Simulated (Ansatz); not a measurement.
## Convergence of a linear-scaling basis for liquid SiO0.5 at 3700 K (79 atoms)

Aim: test how closely localised support functions follow the reference on liquid SiO0.5 at 3700 K (79 atoms), and at what cost. A setting counts as converged where the r.m.s. difference of forces stays under 1 % of the r.m.s. force.

Program: Ansatz 0.2.0. Level of theory: Kohn-Sham DFT, PBE, PAW (set soft_2), plane waves. Values are calculated unless marked as measured.

## Step 1: The structure

The cell holds 79 atoms: 53 Si and 26 O. Its edges and angles: a = 11.195 Å, b = 11.195 Å, c = 11.195 Å, α = 90.0°, β = 90.0°, γ = 90.0°. 79 atoms (53 Si, 26 O) placed at random at 2.25 g/cm³, melted at 5000 K for 10 ps at fixed volume with the Tersoff Si-O potential (Munetoh et al., Comput. Mater. Sci. 39, 334 (2007)). Snapshot at the end of a hold of 5 ps at 3700 K and fixed volume.

Before any run, some limits are plain. The network of bonds at the start is that of the classical potential that made the cell, and needn't be the one that DFT or experiment would give. Only the Γ point is sampled, in a cell whose shortest periodic width is 11 Å.

## Step 2: Plane-wave single point

The first run fixes the reference, at a cutoff of 420 eV.

Input file input.yaml:

```yaml
crystal:
  lattice:
    - [11.195, 0.0, 0.0]
    - [0.0, 11.195, 0.0]
    - [0.0, 0.0, 11.195]
  atoms:
    - { symbol: Si, position: [0.38166, 0.659, 0.88332] }
    - { symbol: Si, position: [0.03253, 0.50452, 0.20484] }
    - { symbol: Si, position: [0.23579, 0.0272, 0.89223] }
    - { symbol: Si, position: [0.2751, 0.88219, 0.47533] }
    - { symbol: Si, position: [0.37874, 0.67715, 0.21272] }
    - { symbol: Si, position: [0.43585, 0.93681, 0.93836] }
    - { symbol: Si, position: [0.75244, 0.92585, 0.83849] }
    - { symbol: Si, position: [0.70005, 0.83724, 0.19606] }
    - { symbol: Si, position: [0.16669, 0.06713, 0.44574] }
    - { symbol: Si, position: [0.57744, 0.36455, 0.72249] }
    - { symbol: Si, position: [0.12478, 0.97448, 0.72174] }
    - { symbol: Si, position: [0.13849, 0.33523, 0.17287] }
    - { symbol: Si, position: [0.7122, 0.92295, 0.55457] }
    - { symbol: Si, position: [0.67911, 0.06481, 0.95157] }
    - { symbol: Si, position: [0.72952, 0.59299, 0.64413] }
    - { symbol: Si, position: [0.47326, 0.84493, 0.31816] }
    - { symbol: Si, position: [0.18102, 0.70662, 0.45231] }
    - { symbol: Si, position: [0.23874, 0.41867, 0.67641] }
    - { symbol: Si, position: [0.99315, 0.76834, 0.35995] }
    - { symbol: Si, position: [0.79625, 0.2739, 0.53703] }
    - { symbol: Si, position: [0.63387, 0.58316, 0.10237] }
    - { symbol: Si, position: [0.12178, 0.43738, 0.38184] }
    - { symbol: Si, position: [0.82922, 0.38129, 0.79604] }
    - { symbol: Si, position: [0.61937, 0.75742, 0.83979] }
    - { symbol: Si, position: [0.05, 0.85027, 0.88041] }
    - { symbol: Si, position: [0.42637, 0.34448, 0.94137] }
    - { symbol: Si, position: [0.39154, 0.48628, 0.78633] }
    - { symbol: Si, position: [0.81977, 0.94955, 0.0659] }
    - { symbol: Si, position: [0.62373, 0.24588, 0.90768] }
    - { symbol: Si, position: [0.84929, 0.25515, 0.02075] }
    - { symbol: Si, position: [0.53703, 0.03998, 0.10421] }
    - { symbol: Si, position: [0.45567, 0.4794, 0.09152] }
    - { symbol: Si, position: [0.96861, 0.89615, 0.63279] }
    - { symbol: Si, position: [0.51324, 0.96002, 0.55571] }
    - { symbol: Si, position: [0.97708, 0.99142, 0.36418] }
    - { symbol: Si, position: [0.42797, 0.21035, 0.62432] }
    - { symbol: Si, position: [0.96869, 0.65571, 0.80441] }
    - { symbol: Si, position: [0.24251, 0.62738, 0.04577] }
    - { symbol: Si, position: [0.35498, 0.33745, 0.18238] }
    - { symbol: Si, position: [0.74808, 0.28138, 0.26945] }
    - { symbol: Si, position: [0.0089, 0.41116, 0.53682] }
    - { symbol: Si, position: [0.88968, 0.07645, 0.51334] }
    - { symbol: Si, position: [0.15542, 0.1773, 0.62873] }
    - { symbol: Si, position: [0.0343, 0.38962, 0.89879] }
    - { symbol: Si, position: [0.94017, 0.59316, 0.59992] }
    - { symbol: Si, position: [0.58255, 0.22406, 0.17998] }
    - { symbol: Si, position: [0.92656, 0.08272, 0.17664] }
    - { symbol: Si, position: [0.77254, 0.80335, 0.38118] }
    - { symbol: Si, position: [0.37499, 0.49672, 0.51162] }
    - { symbol: Si, position: [0.38512, 0.28988, 0.42847] }
    - { symbol: Si, position: [0.06059, 0.17202, 0.04474] }
    - { symbol: Si, position: [0.87633, 0.48299, 0.03745] }
    - { symbol: Si, position: [0.24103, 0.2324, 0.87597] }
    - { symbol: O, position: [0.02622, 0.51172, 0.82962] }
    - { symbol: O, position: [0.11532, 0.54204, 0.08682] }
    - { symbol: O, position: [0.56967, 0.92547, 0.20561] }
    - { symbol: O, position: [0.85151, 0.20836, 0.1858] }
    - { symbol: O, position: [0.10435, 0.43459, 0.661] }
    - { symbol: O, position: [0.67082, 0.30978, 0.59894] }
    - { symbol: O, position: [0.63888, 0.70777, 0.16148] }
    - { symbol: O, position: [0.80406, 0.93139, 0.69556] }
    - { symbol: O, position: [0.23564, 0.54152, 0.46141] }
    - { symbol: O, position: [0.71671, 0.46485, 0.72534] }
    - { symbol: O, position: [0.20863, 0.88268, 0.62487] }
    - { symbol: O, position: [0.48293, 0.78602, 0.88017] }
    - { symbol: O, position: [0.9061, 0.33822, 0.63442] }
    - { symbol: O, position: [0.13624, 0.04574, 0.99279] }
    - { symbol: O, position: [0.95446, 0.76426, 0.52313] }
    - { symbol: O, position: [0.11902, 0.26003, 0.92368] }
    - { symbol: O, position: [0.7636, 0.31895, 0.40787] }
    - { symbol: O, position: [0.2247, 0.28024, 0.71593] }
    - { symbol: O, position: [0.77266, 0.57597, 0.09963] }
    - { symbol: O, position: [0.39096, 0.2675, 0.29264] }
    - { symbol: O, position: [0.77545, 0.29722, 0.9141] }
    - { symbol: O, position: [0.41214, 0.90748, 0.4451] }
    - { symbol: O, position: [0.9421, 0.90814, 0.96422] }
    - { symbol: O, position: [0.65392, 0.64518, 0.75962] }
    - { symbol: O, position: [0.99914, 0.62209, 0.30743] }
    - { symbol: O, position: [0.47898, 0.07276, 0.62868] }
kpoints:
  mp_grid: { grid: [1, 1, 1] }
hamiltonian:
  xc: pbe
scf:
  occupations: { method: fermi_dirac, width: 0.025 }
output:
  forces: true
  stress: true
  populations: true
  dos:
    method: { smearing: { sigma: 0.1 } }
    de: 0.1
    projected: { site_lists: { O: [O], Si: [Si] } }
  eigenvalues: true
  write_density: true
  write_potential: true
  volumetric_format: npy
  elf: true
```

Started as:

```
$ ansatz run input.yaml --threads 4 --pin off --max-ram 8192MiB --backend cpu --events-out ev --progress --plain --runs-dir out
```

What it wrote:

```text
Engine: ansatz 0.2.0, aarch64-unknown-linux-gnu
Pseudopotentials: kind: paw
Pseudopotential: Si, paw, valence charge 4, recommended cutoff 420 eV (normal), Si.paw.azcp
Pseudopotential: O, paw, valence charge 6, recommended cutoff 420 eV (normal), O.paw.azcp
[... 5 lines on functional and potentials left out ...]
Crystal: 79 atoms, lattice volume = 1403.047 Å³
Basis set: ecut = 420 eV, 27369 PW (Γ), exchange–correlation on 150×150×150 points (8 copies of the dense FFT grid, shifted against one another)
Bands: 263, of which v1, the nominal top of the filled ones, is band 184 counted from 1 (183 counted from 0)
Symmetry: 1 space group operations
Space group: P1 (ITA 1), of the structure as read, at distance tolerance 1.1e-4 Å
k-points: 1
[... 5 lines on functional and potentials left out ...]
Initial density: superposition of atomic densities (neutral atoms: chi_scale 0, normalization atom), corrected by the library's trained network
Initial wavefunctions: pseudopotential atomic-orbital guess
Functional: x = pbe(κ = 0.804, μ = 0.219515), c = pbe(β = 0.066725)
SCF iter   1: F=—  HF=-48407.676311 eV  |F-HF|=—  |Δ(HF+E_count)|=         —  Δρ=8.10e-3  dr2=2.42e0  ethr=1.77e-3  ⟨swp⟩=6.0  Hψ=1222  notcnv=0  defer=34
preconditioner: auto → LDOS  [insulator: Δε(μ)=0.089 eV  Ē_g=8.670 eV  σ=0.025 eV  W_gap=0.71  n_scr=250 (ndim 8)  ℏωp=17.6 eV  f_vac=0.051  D(μ)=21.82/eV (n_scr^D=92)  ε∞_Penn≈5.1  β→1.0]
SCF iter   2: F=—  HF=-48407.440814 eV  |F-HF|=—  |Δ(HF+E_count)|=   2.35e-1  Δρ=4.11e-3  dr2=5.10e-1  ethr=6.56e-4  ⟨swp⟩=4.0  Hψ=483  notcnv=0  defer=63
SCF iter   3: F=—  HF=-48407.370521 eV  |F-HF|=—  |Δ(HF+E_count)|=   7.03e-2  Δρ=1.36e-3  dr2=9.75e-2  ethr=1.39e-4  ⟨swp⟩=3.0  Hψ=355  notcnv=0  defer=63
SCF iter   4: F=—  HF=-48407.359785 eV  |F-HF|=—  |Δ(HF+E_count)|=   1.07e-2  Δρ=5.11e-4  dr2=1.23e-2  ethr=2.65e-5  ⟨swp⟩=2.0  Hψ=255  notcnv=0  defer=63
SCF iter   5: F=—  HF=-48407.358628 eV  |F-HF|=—  |Δ(HF+E_count)|=   1.16e-3  Δρ=2.03e-4  dr2=1.84e-3  ethr=3.36e-6  ⟨swp⟩=3.0  Hψ=359  notcnv=0  defer=63
SCF iter   6: F=—  HF=-48407.358434 eV  |F-HF|=—  |Δ(HF+E_count)|=   1.94e-4  Δρ=8.86e-5  dr2=3.35e-4  ethr=5.01e-7  ⟨swp⟩=2.0  Hψ=270  notcnv=0  defer=63
SCF iter   7: F=—  HF=-48407.358407 eV  |F-HF|=—  |Δ(HF+E_count)|=   2.64e-5  Δρ=3.72e-5  dr2=4.75e-5  ethr=9.11e-8  ⟨swp⟩=2.0  Hψ=270  notcnv=0  defer=63
SCF iter   8: F=—  HF=-48407.356536 eV  |F-HF|=—  |Δ(HF+E_count)|=   1.87e-3  Δρ=1.48e-5  dr2=6.83e-6  ethr=1.29e-8  ⟨swp⟩=2.0  Hψ=418  notcnv=0  defer=63
SCF iter   9: F=—  HF=-48407.356536 eV  |F-HF|=—  |Δ(HF+E_count)|=   2.81e-7  Δρ=5.65e-6  dr2=7.85e-7  ethr=1.86e-9  ⟨swp⟩=2.0  Hψ=370  notcnv=0  defer=63
SCF iter  10: F=—  HF=-48407.356536 eV  |F-HF|=—  |Δ(HF+E_count)|=   1.46e-8  Δρ=2.59e-6  dr2=1.59e-7  ethr=2.13e-10  ⟨swp⟩=2.0  Hψ=370  notcnv=0  defer=63
SCF iter  11: F=-48407.356536 eV  HF=-48407.356536 eV  |F-HF|=2.26e-8  |Δ(HF+E_count)|=   6.13e-9  Δρ=1.17e-6  dr2=3.55e-8  ethr=2.72e-11  ⟨swp⟩=18.0  Hψ=2310  notcnv=0
SCF 1 converged in 11 iterations: F = -48407.356536 eV  dr2 = 3.55e-8
  greatest PAW one-centre occupation: 0.887 electrons in one spin orbital (limit 2), on the O atom at site 73 (counted from 0), in its partial waves of l = 0
SCF converged after 11 iterations
Free energy (F): -48407.356536 eV
Harris-Foulkes:  -48407.356536 eV  (|F-HF|=2.26e-8)
Internal energy: -48407.290994 eV  (E = F + TS)
E sigma→0 (E₀):  -48407.323765 eV
Entropy (-TS):   -0.065543 eV (-0.830 meV/atom)
Fermi energy:    5.866295 eV
--- Per-component energies (eV) ---
  E_band       = -907.963174
  E_kinetic    = 6809.380091
  E_local      = -19664.413440  (includes V_loc(G=0)·N_el)
  E_nonlocal   = 2610.893026
  E_hartree    = 7664.643825
  E_xc         = -4847.190074
  E_vxc        = -4929.368719  (∫ρ·V_xc dr)
  E_paw        = -31286.588417  (= ΣΔE_a)
  E_vpaw       = -1063.807201  (= ΣTr[D̂ρ^β])
  E_aug_tail   = 0.065180  (compensation charges beyond the density's cutoff)
  E_ewald      = -9694.081186
  E_smearing   = -0.065543  (= −TS)
  E_closure    = 0.000000  (closes the sum)
  Σ components = -48407.356536   (vs F -48407.356536, Δ=0.00e0)
--- Forces (eV/Å), atoms counted from 1 ---
  atom   1  Si    -1.14350567     0.10226009     1.63209829
  atom   2  Si    -2.99100096     2.06162649     0.09351679
  atom   3  Si     2.54916564    -0.85060311    -1.93089660
  atom   4  Si    -6.42297240     0.42160747     1.88059072
  atom   5  Si    -1.08170119     0.13797976    -0.16727360
  atom   6  Si    -0.21519608     1.46805809     0.74069856
  atom   7  Si    -0.85662436    -2.41693012    -0.55235352
  atom   8  Si    -0.19368173     0.03442322     0.08180417
  atom   9  Si     0.01294258    -0.03584445    -0.56626091
  atom  10  Si     0.45681402    -1.32067721    -1.46070861
  atom  11  Si     2.57030833     1.21966997    -0.98101578
  atom  12  Si     1.16859939    -2.27713163     0.33979960
  atom  13  Si     0.67146593     0.31921672    -1.73847141
  atom  14  Si    -0.32086233    -0.45010770     1.19725929
[...]
atom  78  O     -0.45905495     0.05992459    -1.20150528
  atom  79  O     -0.41581394     1.09114237     0.81572113
  max |Σ_I F_I| component: 8.05e-5 eV/Å
--- Stress (GPa, compression-positive) ---
        6.852473      -1.149545      -1.025692
       -1.149547       6.619262      -0.293901
       -1.025693      -0.293901       6.650613
  P = ⅓ Tr σ = 6.7074 GPa (67.074 kbar)
--- Band table (eV) ---
  k-point 0: bands = ["-18.7132", "-18.4574", "-18.1952", "-17.5311", [... 247 levels ...], "10.1442", "10.1952", "10.2316", "10.2429", "10.3075", "10.4060", "10.4412", "10.4928", "10.5454", "10.6058", "10.6577", "10.6923"]
--- Löwdin populations: 79 sites ---
  site symbol       q [e]
     0     Si      3.6497
     1     Si      3.2007
     2     Si      3.4675
[...]
78      O      6.7018
  spilling = 0.015852 (of n_electrons = 368.000000)
```

Wall time 18 s (4 threads of Arm Neoverse V1, shared host); peak memory 1.4 GiB.

In the SCF lines HF is the Harris–Foulkes energy and dr2 the Hartree energy of the density residual, in eV; the loop may stop once dr2 is under the threshold and the program's other checks hold. Hψ counts applications of the Hamiltonian.

The run gave:

```yaml
free_energy: -48407.3565 eV
free_energy_per_atom: -612.7513 eV/atom
scf_cycles: 11
pressure: 6.707 GPa
r_m_s_force_component: 1.962 eV/Å
longest_force: 10.18 eV/Å
fermi_energy: 5.866 eV
levels_partly_filled_by_over_2_per_cent: 4
spilling_of_the_projection: 0.01585
```

The r.m.s. force component of 2.0 eV/Å sets the scale for the differences below.

## Step 3: Support functions medium

The cell is solved in localised support functions. Besides, the program derives a nominal cutoff of 464 eV for this run, against the reference's 420.

This step: Kohn-Sham DFT, PBE, PAW (set soft_2), localised support functions (medium) (Ansatz 0.2.0).

input.yaml, the sections that differ from step 2:

```yaml
scf:
  occupations: { method: fermi_dirac, width: 0.025 }
  eigensolver: { kind: { support_functions: { accuracy: medium } } }
  max_iter: 150
output:
  forces: true
  eigenvalues: true
# crystal, kpoints, hamiltonian: as in step 2
```

What it wrote:

```text
Warning: scf.eigensolver.kind.support_functions: disabling space-group detection — the functions' gradient is summed over unrotated k-points, so no spatial operation reduces the k-mesh or symmetrises the density; time reversal is kept, so that k and −k are solved as one point where they differ and the mesh holds both, and exact exchange and, on two spinor components, a DFT+U term hold to it where the run has them: [...]
Warning: basis.ecutwfc = 464 eV, auto-derived: no grid that the accuracy of the support functions lays serves the files at the lower one that their records recommend; a deck with other species or settings can derive another value
settings of this run that can trade accuracy for cost: scf.eigensolver.kind.support_functions [...]
[...]
Crystal: 79 atoms, lattice volume = 1403.047 Å³
Basis set: ecut = 464 eV, 31799 PW (Γ), exchange–correlation on 180×180×180 points (8 copies of the dense FFT grid, shifted against one another)
Bands: 221, of which v1, the nominal top of the filled ones, is band 184 counted from 1 (183 counted from 0)
Symmetry: 1 space group operations
k-points: 1
[...]
SCF iter   1: F=—  HF=-48396.401837 eV  |F-HF|=—  |Δ(HF+E_count)|=         —  Δρ=5.97e-2  dr2=2.53e2  ethr=1.00e-1
[...]
SCF iter  15: F=—  HF=-48407.551346 eV  |F-HF|=—  |Δ(HF+E_count)|=   2.16e-6  Δρ=7.36e-6  dr2=2.33e-6  ethr=1.72e-9  κ⁻¹=3.8e-4(r=7)
SCF iter  16: F=-48407.551346 eV  HF=-48407.551346 eV  |F-HF|=1.34e-7  |Δ(HF+E_count)|=   6.12e-7  Δρ=3.99e-6  dr2=7.86e-7  ethr=6.34e-10
SCF 1 converged in 16 iterations: F = -48407.566307 eV  dr2 = 7.86e-7
[...]
SCF converged after 16 iterations
Stability not checked: this state was not tested for a lower state beside it, because the mixer in use, unlike msr1, does not test its closes by its own steps (another_mixer; see scf.mixing.algorithm and scf.lower_state_search)
Free energy (F): -48407.566307 eV
[...]
Internal energy: -48407.500979 eV  (E = F + TS)
E sigma→0 (E₀):  -48407.533643 eV
Entropy (-TS):   -0.065328 eV (-0.827 meV/atom)
Fermi energy:    5.866519 eV
[...]
Σ components = -48407.566307   (vs F -48407.566307, Δ=0.00e0)
--- Forces (eV/Å), atoms counted from 1 ---
  atom   1  Si    -1.14350688     0.10189622     1.63222663
  atom   2  Si    -2.99099030     2.06208707     0.09334431
  atom   3  Si     2.54862662    -0.85040072    -1.93061854
  atom   4  Si    -6.42321271     0.42153828     1.88142794
[...]
atom  79  O     -0.41554494     1.09235745     0.81588977
  max |Σ_I F_I| component: 1.91e-3 eV/Å
--- Band table (eV) ---
[...]
```

Wall time 2.4 min (4 threads); peak memory 4.2 GiB; 9.2 min of CPU time.

The program notes that the band table was not solved further than the SCF left it and it switched symmetry off.

Keys that differ from the reference: support_functions.accuracy = "medium" and scf.max_iter = 150.

Forces differ from the reference by 0.45 meV/Å r.m.s., 0.023 % of their size, well within a tolerance of 1 %; the energy by -2.7 meV/atom. It took roughly 8.1 times the reference's time (one timing each, with unlike analyses asked), in 16 cycles against 11.

## Step 4: Support functions low

The cell is solved in localised support functions.

This step: Kohn-Sham DFT, PBE, PAW (set soft_2), localised support functions (low) (Ansatz 0.2.0).

input.yaml, the sections that differ from step 3:

```yaml
scf:
  occupations: { method: fermi_dirac, width: 0.025 }
  eigensolver: { kind: { support_functions: { accuracy: low } } }
  max_iter: 150
# crystal, kpoints, hamiltonian, output: as in step 3
```

What it wrote:

```text
[...]
Crystal: 79 atoms, lattice volume = 1403.047 Å³
Basis set: ecut = 420 eV, 27369 PW (Γ), exchange–correlation on 150×150×150 points (8 copies of the dense FFT grid, shifted against one another)
Bands: 221, of which v1, the nominal top of the filled ones, is band 184 counted from 1 (183 counted from 0)
Symmetry: 1 space group operations
k-points: 1
[...]
SCF iter   1: F=—  HF=-48396.120134 eV  |F-HF|=—  |Δ(HF+E_count)|=         —  Δρ=5.97e-2  dr2=2.53e2  ethr=1.00e-1
[...]
SCF iter  13: F=—  HF=-48407.550490 eV  |F-HF|=—  |Δ(HF+E_count)|=   1.20e-3  Δρ=2.76e-5  dr2=1.93e-5  ethr=1.97e-8  κ⁻¹=1.7e-4(r=7)
SCF iter  14: F=-48407.551461 eV  HF=-48407.551458 eV  |F-HF|=2.73e-6  |Δ(HF+E_count)|=   9.68e-4  Δρ=1.35e-5  dr2=5.41e-6  ethr=5.25e-9
SCF 1 converged in 14 iterations: F = -48407.567464 eV  dr2 = 5.41e-6
[...]
SCF converged after 14 iterations
[...]
Free energy (F): -48407.567464 eV
[...]
Internal energy: -48407.502159 eV  (E = F + TS)
E sigma→0 (E₀):  -48407.534812 eV
Entropy (-TS):   -0.065304 eV (-0.827 meV/atom)
Fermi energy:    5.866564 eV
[...]
Σ components = -48407.567464   (vs F -48407.567464, Δ=0.00e0)
--- Forces (eV/Å), atoms counted from 1 ---
  atom   1  Si    -1.14342988     0.10184127     1.63186237
  atom   2  Si    -2.99026191     2.06174557     0.09274735
  atom   3  Si     2.54853289    -0.85041479    -1.93063809
  atom   4  Si    -6.42299346     0.42179938     1.88126335
[...]
atom  79  O     -0.41573758     1.09189554     0.81565405
  max |Σ_I F_I| component: 2.41e-3 eV/Å
--- Band table (eV) ---
[...]
```

The job ended after 90 s (4 threads; peak memory 2.9 GiB; 5.8 min of CPU time).

Keys that differ from the reference: support_functions.accuracy = "low" and scf.max_iter = 150.

Forces differ from the reference by 0.46 meV/Å r.m.s., 0.023 % of their size, well within a tolerance of 1 %; the energy by -2.7 meV/atom. It took roughly 5.1 times the reference's time (one timing each, with unlike analyses asked), in 14 cycles against 11.

[end of part 1 of 3]

[Long decimals in the printed logs are rounded to 6 places.]

[Logs are printed without paths, hosts, clocks, repeated set-up lines and the standing remarks that a program may print on its own settings, such as how far it seeks lower states.]

[Hosts, paths, dates, database ids (printed as entryN), source tags and the programs' standing remarks are cut or masked in the printed files.]
